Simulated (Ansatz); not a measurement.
# Time against size: liquid mixture of sulfolane and cyclohexane at 300 K (111 atoms) repeated, support functions

Density of this cell: 1.11 g/cm³. The cell holds 111 atoms: 32 C, 64 H, 10 O and 5 S. Its edges and angles: a = 10.479 Å, b = 10.479 Å, c = 10.479 Å, α = 90.0°, β = 90.0°, γ = 90.0°. 5 sulfolane, 2 cyclohexane placed at random, at 1.11 g/cm³; overlaps pushed apart, then 10 ps at 450 K with MMFF94 bonds, angles, torsions, charges and radii (Halgren, J. Comput. Chem. 17, 490 (1996)) in harmonic and 12-6 forms. Snapshot after 20 ps at 300 K and fixed volume.

Calculated with Ansatz 0.2.0: Kohn-Sham DFT, PBE+D4, PAW (set soft_2), localised support functions (medium); the typed cell is repeated and solved at Γ on 1 × NVIDIA GB200 with 32 threads of Arm Neoverse V2, shared host.

| atoms | wall time divided by the number of SCF cycles (s) | repeats | SCF cycles |
| --- | --- | --- | --- |
| 111 | 0.2843 | 1×1×1 | 14 |
| 888 | 1.046 | 2×2×2 | 13 |
| 2997 | 2.961 | 3×3×3 | 17 |
| 7104 | ? | ? | ? |

**Question.** Fit a power law of the atom count to the rows given and extrapolate to the withheld row.

**Working.**

A power law y = A x^b is a line in u = ln x and v = ln y.

| u = ln x | v = ln y |
| --- | --- |
| 4.70953 | -1.25778 |
| 6.78897 | 0.0451204 |
| 8.00537 | 1.08559 |

With n = 3: mean u = 6.50129, mean v = -0.0423561, Σ(u − ū)² = 5.5554, Σ(u − ū)(v − v̄) = 3.8994. Slope b = 3.8994 / 5.5554 = 0.70191; intercept a = v̄ − b ū = -4.6057.

At the withheld row u = 8.868, v = a + b u = 1.619, and y = exp(v).

Prediction at 7104: 5.049 s. The run gave 8.508 s, so the fit is low by 3.5 s (41 % of the value).

The fitted exponent is 0.70. Between neighbouring rows, the withheld one included, the exponents are 0.63, 0.86 and 1.2, so one power law doesn't hold over the range. Among the rows given, the largest relative miss of the fit is at 888, by 0.13 s (12 %).

Limits: One run a row; fixed overheads weigh on the small cells.

[Hosts, paths, dates, database ids (printed as entryN), source tags and the programs' standing remarks are cut or masked in the printed files.]

[The MMFF94 radii named for the starting cell were scaled by 0.96; in molecules described by MMFF94, hydrogen bound to N, O or S took a small fixed 12-6 site in their place.]
